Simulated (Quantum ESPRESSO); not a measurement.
# BaTiO3 (Pm-3m): modes at Γ and the response to a field

Aim: the zone-centre modes of BaTiO3 (Pm-3m).

Main program and level: Quantum ESPRESSO 7.5; DFT LDA, scalar-relativistic, plane waves, JTH PAW pseudopotentials.

This is a report of a sequence of runs, with most program output left out.

### 1. Set-up

It takes space group Pm-3m (No. 221, cubic). The conventional cell has a = 4.006 Å, b = 4.006 Å, c = 4.006 Å, α = 90.00°, β = 90.00°, γ = 90.00°. Ba has 12 O at 2.83 Å nearest. Nearest to Ti lie 6 O at 2.00 Å. Nearest to O lie 2 Ti at 2.00 Å and 4 Ba at 2.83 Å. Farther neighbours and most contacts between anions are not listed.

Coordinates:

```cif
data_structure
_symmetry_space_group_name_H-M 'P 1'
_symmetry_Int_Tables_number 1
_cell_length_a 4.0060
_cell_length_b 4.0060
_cell_length_c 4.0060
_cell_angle_alpha 90.000
_cell_angle_beta 90.000
_cell_angle_gamma 90.000
_cell_volume 64.29
loop_
_atom_site_label
_atom_site_type_symbol
_atom_site_fract_x
_atom_site_fract_y
_atom_site_fract_z
_atom_site_occupancy
Ba1 Ba 0.50000 0.50000 0.50000 1
Ti2 Ti 0.00000 0.00000 0.00000 1
O3 O 0.50000 0.00000 0.00000 1
O4 O 0.00000 0.50000 0.00000 1
O5 O 0.00000 0.00000 0.50000 1
```

### 2. A probe with smearing

Before anything dear is run, a loose run with smearing shows whether this is a metal and how far the cell is from rest.

File probe.in:

```
 &control
    calculation='scf',
    prefix='x',
    outdir='./tmp',
    pseudo_dir='./pseudo',
    tprnfor=.true.,
    tstress=.true.,
    verbosity='high',
 /
 &system
    ibrav=1,
    celldm(1)=7.57024286,
    nat=5,
    ntyp=3,
    ecutwfc=60.0,
    ecutrho=480.0,
    occupations='smearing',
    smearing='gaussian',
    degauss=0.01,
 /
 &electrons
    conv_thr=1.0d-07,
    mixing_beta=0.7,
    electron_maxstep=100,
 /
ATOMIC_SPECIES
 Ba    137.3270  Ba.upf
 Ti     47.8670  Ti.upf
 O      15.9990  O.upf
ATOMIC_POSITIONS crystal
 Ba     0.500000000   0.500000000   0.500000000
 Ti     0.000000000   0.000000000   0.000000000
 O      0.500000000   0.000000000   0.000000000
 O      0.000000000   0.500000000   0.000000000
 O      0.000000000   0.000000000   0.500000000
K_POINTS automatic
 4 4 4 0 0 0
```

Launch:

```console
> OMP_NUM_THREADS=1 mpirun -n 4 pw.x -nk 4 -in probe.in > probe.out
```

Elapsed: 14 s, on 4 MPI ranks of Arm Neoverse V1, shared host.

Read from the output:

```yaml
volume_per_atom: 12.86 Å³
pressure: -8.377 GPa
gap_on_the_k_mesh: 1.654 eV
```

A gap of 1.7 eV opens on this mesh, so the crystal is taken as an insulator; the start stands at -8.4 GPa.

### 3. Relaxing the cell and atoms

The relaxation runs at a cutoff a fifth above that of the response, since stress converges more slowly with the basis than frequencies do. Forces and stress are brought to rest with tight thresholds.

File relax.in:

```
 &control
    calculation='vc-relax',
    prefix='x',
    outdir='./tmp',
    pseudo_dir='./pseudo',
    tprnfor=.true.,
    tstress=.true.,
    forc_conv_thr=2.0d-05,
    etot_conv_thr=1.0d-07,
    nstep=40,
 /
 &system
    ibrav=1,
    celldm(1)=7.57024286,
    nat=5,
    ntyp=3,
    ecutwfc=72,
    ecutrho=576.0,
    occupations='fixed',
    nbnd=22,
 /
 &electrons
    conv_thr=1.0d-11,
    mixing_beta=0.7,
    electron_maxstep=100,
 /
 &ions
 /
 &cell
    press_conv_thr=0.2,
 /
ATOMIC_SPECIES
 Ba    137.3270  Ba.upf
 Ti     47.8670  Ti.upf
 O      15.9990  O.upf
ATOMIC_POSITIONS crystal
 Ba     0.500000000   0.500000000   0.500000000
 Ti     0.000000000   0.000000000   0.000000000
 O      0.500000000   0.000000000   0.000000000
 O      0.000000000   0.500000000   0.000000000
 O      0.000000000   0.000000000   0.500000000
K_POINTS automatic
 6 6 6 0 0 0
```

Launch:

```console
> OMP_NUM_THREADS=1 mpirun -n 4 pw.x -nk 4 -in relax.in > relax.out
```

Elapsed: 4.6 min, on 4 MPI ranks.

Step by step:

```
step  energy less that of the first step (eV)  largest force (eV/Å)  pressure (GPa)  volume (Å³)
   1                                   0.0000                0.0000           -8.04        64.29
   2                                  -0.0743                0.0000           -0.83        61.69
   3                                  -0.0750                0.0000            0.07        61.40
   4                                  -0.0750                0.0000            0.00        61.42
   5                                  -0.0750                0.0000            0.00        61.42
   6                                  -0.0736                0.0000           -0.04        61.42
```

```
conventional cell, symmetrised  before  after  change
                         a (Å)   4.006  3.946  -1.5 %
                         b (Å)   4.006  3.946  -1.5 %
                         c (Å)   4.006  3.946  -1.5 %
              volume (Å³/atom)   12.86  12.28  -4.5 %
```

The relaxed structure:

```
Ba Ti O
1.0
     3.94557    0.00000    0.00000
     0.00000    3.94557    0.00000
     0.00000    0.00000    3.94557
Ba Ti O
1 1 3
Direct
  0.50000 0.50000 0.50000
  0.00000 0.00000 0.00000
  0.50000 0.00000 0.00000
  0.00000 0.50000 0.00000
  0.00000 0.00000 0.50000
```

The last row of the table of steps is pw.x's closing run on a basis chosen anew for the final cell, so its energy can jump.

Read from the output:

- volume per atom: 12.28 Å³
- pressure: -0.04100 GPa
- gap on the k-mesh: 1.756 eV

The volume changes by -4.5 % from the cell with which this run began.

### 4. Ground state

Perturbation theory inherits every error of the wavefunctions, so the threshold is set near the limit of the arithmetic. With a gap, occupations are fixed, which also allows the response to an electric field.

File scf.in:

```
 &control
    calculation='scf',
    prefix='x',
    outdir='./tmp',
    pseudo_dir='./pseudo',
    tprnfor=.true.,
    tstress=.true.,
 /
 &system
    ibrav=1,
    celldm(1)=7.45604122,
    nat=5,
    ntyp=3,
    ecutwfc=60.0,
    ecutrho=480.0,
    occupations='fixed',
    nbnd=22,
 /
 &electrons
    conv_thr=1.0d-12,
    mixing_beta=0.7,
    electron_maxstep=100,
 /
ATOMIC_SPECIES
 Ba    137.3270  Ba.upf
 Ti     47.8670  Ti.upf
 O      15.9990  O.upf
ATOMIC_POSITIONS crystal
 Ba     0.500000000   0.500000000   0.500000000
 Ti     0.000000000   0.000000000   0.000000000
 O      0.500000000   0.000000000   0.000000000
 O      0.000000000   0.500000000   0.000000000
 O      0.000000000   0.000000000   0.500000000
K_POINTS automatic
 8 8 8 0 0 0
```

Launch:

```console
> OMP_NUM_THREADS=1 mpirun -n 4 pw.x -nk 4 -in scf.in > scf.out
```

Wall time 41 s (4 MPI ranks); 2.8 min of CPU time.

Numbers from this step:

| Property | Result |
| --- | --- |
| pressure | -0.4070 GPa |
| gap on the k-mesh | 1.757 eV |

The cell stands at -0.41 GPa, so the frequencies below are those of a cell under stress.

### 5. Linear response at Γ

At q = 0 one unit cell holds all displacements; symmetry groups them into irreducible representations that are solved one by one. The response to a field gives ε∞ and the Born charges, which polar modes need.

File ph.in:

```
phonons
 &inputph
    prefix='x',
    outdir='./tmp',
    fildyn='g.dyn',
    tr2_ph=1.0d-18,
    epsil=.true.,
 /
0.000000000000 0.000000000000 0.000000000000
```

Launch:

```console
> OMP_NUM_THREADS=1 mpirun -n 4 ph.x -nk 4 -in ph.in > ph.out
```

Run time: 17 min. Hardware: 4 MPI ranks.

Read from the output:

```
miss of the charge sum rule                                       : 0.01217 e
largest acoustic frequency at the zone centre before the sum rule : 1.4 cm⁻¹
highest optical zone-centre mode (no LO-TO term)                  : 477.3 cm⁻¹
lowest optical zone-centre mode                                   : -163.7 cm⁻¹
mean high-frequency dielectric constant                           : 6.751
largest Born charge in size (third of the trace)                  : 7.381 e
```

Born charge (rows field, columns displacement), before the sum rule (e), principal values of the symmetric part by kind of site:

```
atom  atoms with these values    low  middle   high   mean
 Ba1                        1   2.76    2.76   2.76   2.76
 Ti2                        1   7.38    7.38   7.38   7.38
  O3                        3  -5.81   -2.16  -2.16  -3.37
```

In full for O3:

```
-5.81  0.00  0.00
 0.00 -2.16  0.00
 0.00  0.00 -2.16
```

High-frequency dielectric tensor:

```
6.75 0.00 0.00
0.00 6.75 0.00
0.00 0.00 6.75
```

The acoustic modes at Γ come out as far as 1.4 cm⁻¹ from zero, where they should vanish, a small numerical error; the Born charges miss their sum rule by 0.012 e, which is good. The lowest optical mode is imaginary, 164i cm⁻¹, an instability at this level and on this k mesh.

### 6. Zone-centre analysis

A rigid shift of the crystal must cost nothing, but grids and finite bases break this; the acoustic sum rule is imposed before the matrix is diagonalised again. With Born charges the intensities follow; a static dielectric tensor has no meaning with imaginary modes.

File dynmat.in:

```
 &input
    fildyn='g.dyn',
    asr='simple',
    fileig='dynmat.eig',
    lperm=.true.,
 /
```

Launch:

```console
> dynmat.x -in dynmat.in > dynmat.out
```

The job ended after 0.46 s (1 thread).

Unit eigenvectors of the mass-weighted matrix after the sum rule; no LO-TO term. Modes at Γ, with each element's share of the kinetic energy (negative means imaginary):

```
mode  frequency (cm⁻¹)  Ba %  Ti %  O %
   1            -163.7     0    46   54
   2            -163.7     0    46   54
   3            -163.7     0    46   54
   4               0.0    59    21   21
   5               0.0    59    21   21
   6               0.0    59    21   21
   7             185.2    41    31   28
   8             185.2    41    31   28
   9             185.2    41    31   28
  10             290.4     0     0  100
  11             290.4     0     0  100
  12             290.4     0     0  100
  13             477.3     0     2   98
  14             477.3     0     2   98
  15             477.3     0     2   98
```

Displacements in mode 2 (-163.7 cm⁻¹), the largest set to 1:
```
Ba1  0.00  0.00  0.01
Ti2  0.04 -0.01  0.69
O3  -0.06  0.01 -0.57
O4  -0.03  0.01 -0.57
O5  -0.03  0.01 -1.00
```

Displacements in mode 14 (477.3 cm⁻¹), the largest set to 1:
```
Ba1  0.00  0.00  0.00
Ti2  0.00  0.00  0.12
O3   0.00  0.00 -0.66
O4   0.00  0.00 -0.66
O5   0.00  0.00  1.00
```

Degenerate modes summed, no LO-TO term; imaginary modes left out. Lines of the infrared spectrum (strongest = 100):

```
position (cm⁻¹)  lines merged  IR intensity, relative
            185             3                      74
            290             3                     0.0
            477             3                     100
```

The rule moves no optical mode by more than 0.1 cm⁻¹.

### 7. The LO-TO splitting (1 0 0)

A longitudinal polar mode sets up a macroscopic field that stiffens it; the term hangs on the direction from which q goes to zero.

File dynmat.in:

```
 &input
    fildyn='g.dyn',
    asr='simple',
    fileig='dynmat.eig',
    q(1)=1.0,
    q(2)=0.0,
    q(3)=0.0,
 /
```

Launch:

```console
> dynmat.x -in dynmat.in > dynmat.out
```

The job ended after 0.46 s (1 thread).

This step gave:

```yaml
highest_mode_moved_by_the_lo_to_term: 674.1 cm⁻¹
```

Zone-centre frequencies as printed; negative means imaginary. Modes:

```
mode  frequency (cm⁻¹)
   1            -163.7
   2            -163.7
   3                 0
   4                 0
   5                 0
   6             179.8
   7             185.2
   8             185.2
   9             290.4
  10             290.4
  11             290.4
  12             457.8
  13             477.3
  14             477.3
  15             674.1
```

The field moves 3 modes; the highest of them now lies at 674 cm⁻¹, where the highest that moved away lay at 477.

### 8. Self-consistent run for the response, volume × 0.94

Bonds stiffen under compression, so frequencies follow the volume; the atoms are not relaxed anew.

scf.in: that of step 4 with these lines changed.

```diff
@@ -10,3 +10,3 @@
     ibrav=1,
-    celldm(1)=7.45604122,
+    celldm(1)=7.3038344,
     nat=5,
```

Launch:

```console
> OMP_NUM_THREADS=1 mpirun -n 4 pw.x -nk 4 -in scf.in > scf.out
```

Run time: 34 s. Hardware: 4 MPI ranks.

Read from the output:

```yaml
volume_per_atom: 11.55 Å³
pressure: 13.41 GPa
gap_on_the_k_mesh: 1.869 eV
```

### 9. Linear response at Γ, volume × 0.94

It starts from a fresh copy of the ground state of step 8.

ph.in: that of step 5 with these lines changed.

```diff
@@ -4,3 +4,3 @@
     outdir='./tmp',
-    fildyn='g.dyn',
+    fildyn='s.dyn',
     tr2_ph=1.0d-18,
```

Launch:

```console
> OMP_NUM_THREADS=1 mpirun -n 4 ph.x -nk 4 -in ph.in > ph.out
```

The job ended after 10 min (4 MPI ranks).

The run was cut off at its time limit.

### 10. Self-consistent run for the response, volume × 0.97

scf.in: that of step 8 with these lines changed.

```diff
@@ -10,3 +10,3 @@
     ibrav=1,
-    celldm(1)=7.3038344,
+    celldm(1)=7.38072252,
     nat=5,
```

Launch:

```console
> OMP_NUM_THREADS=1 mpirun -n 4 pw.x -nk 4 -in scf.in > scf.out
```

Run time: 30 s. Hardware: 4 MPI ranks.

Read from the output:

```
volume per atom   : 11.92 Å³
pressure          : 5.928 GPa
gap on the k-mesh : 1.813 eV
```

### 11. Linear response at Γ, volume × 0.97

It starts from a fresh copy of the ground state of step 10.

ph.in is that of step 9.

Launch:

```console
> OMP_NUM_THREADS=1 mpirun -n 4 ph.x -nk 4 -in ph.in > ph.out
```

Elapsed: 11 min, on 4 MPI ranks.

The run was cut off at its time limit.

### 12. Self-consistent run for the response, volume × 1.03

scf.in: that of step 10 with these lines changed.

```diff
@@ -10,3 +10,3 @@
     ibrav=1,
-    celldm(1)=7.38072252,
+    celldm(1)=7.52986821,
     nat=5,
```

Launch:

```console
> OMP_NUM_THREADS=1 mpirun -n 4 pw.x -nk 4 -in scf.in > scf.out
```

Run time: 66 s. Hardware: 4 MPI ranks.

Numbers from this step:

- volume per atom: 12.65 Å³
- pressure: -5.775 GPa
- gap on the k-mesh: 1.702 eV

### 13. Zone-centre response, volume × 1.03

It starts from a fresh copy of the ground state of step 12.

ph.in is that of step 11.

Launch:

```console
> OMP_NUM_THREADS=1 mpirun -n 4 ph.x -nk 4 -in ph.in > ph.out
```

Wall time 12 min (4 MPI ranks).

The run was cut off at its time limit.

### 14. Ground state, volume × 1.06

scf.in: that of step 12 with these lines changed.

```diff
@@ -10,3 +10,3 @@
     ibrav=1,
-    celldm(1)=7.52986821,
+    celldm(1)=7.60227523,
     nat=5,
```

Launch:

```console
> OMP_NUM_THREADS=1 mpirun -n 4 pw.x -nk 4 -in scf.in > scf.out
```

The job ended after 43 s (4 MPI ranks).

Read from the output:

```
volume per atom   : 13.02 Å³
pressure          : -10.32 GPa
gap on the k-mesh : 1.648 eV
```

### 15. Zone-centre response, volume × 1.06

It starts from a fresh copy of the ground state of step 14.

ph.in is that of step 13.

Launch:

```console
> OMP_NUM_THREADS=1 mpirun -n 4 ph.x -nk 4 -in ph.in > ph.out
```

Elapsed: 13 min, on 4 MPI ranks.

The run was cut off at its time limit.

### 16. Results

```
space group after relaxation                                           : Pm-3m
volume per atom                                                        : 12.3 Å³
gap on the k-mesh                                                      : 1.76 eV
highest optical zone-centre mode (no LO-TO term)                       : 477.3 cm⁻¹
lowest optical zone-centre mode                                        : -163.7 cm⁻¹
highest mode moved by the LO-TO term                                   : 674.1 cm⁻¹
mean high-frequency dielectric constant                                : 6.75
largest Born charge in size (third of the trace)                       : 7.38 e
imaginary optical modes at the zone centre (no q mesh in this session) : yes
```

At the LDA level the optical modes of BaTiO3 (Pm-3m) at the zone centre (no LO-TO term) run from 164i to 477 cm⁻¹, so the structure is a saddle point, with 3 modes beyond 10i cm⁻¹ there. The base run is for a cell under -0.41 GPa; after a relaxation such a stress comes from settings that changed since (cutoff, k mesh or smearing). Along the directions run, the highest mode that the macroscopic field moves lies at 674 cm⁻¹. Of the 12 optical modes, 9 are infrared active alone and 3 are silent. These are harmonic frequencies at zero temperature: anharmonic shifts and linewidths and thermal expansion are left out. Spin-orbit coupling is left out, which can matter for the heavy elements here.

[Host names and launcher messages were left out of these logs when they were recorded.]

[Logs are printed without paths, hosts, clocks, repeated set-up lines and the standing remarks that a program may print on its own settings, such as how far it seeks lower states.]

[Hosts, paths, dates, database ids (printed as entryN), source tags and the programs' standing remarks are cut or masked in the printed files.]
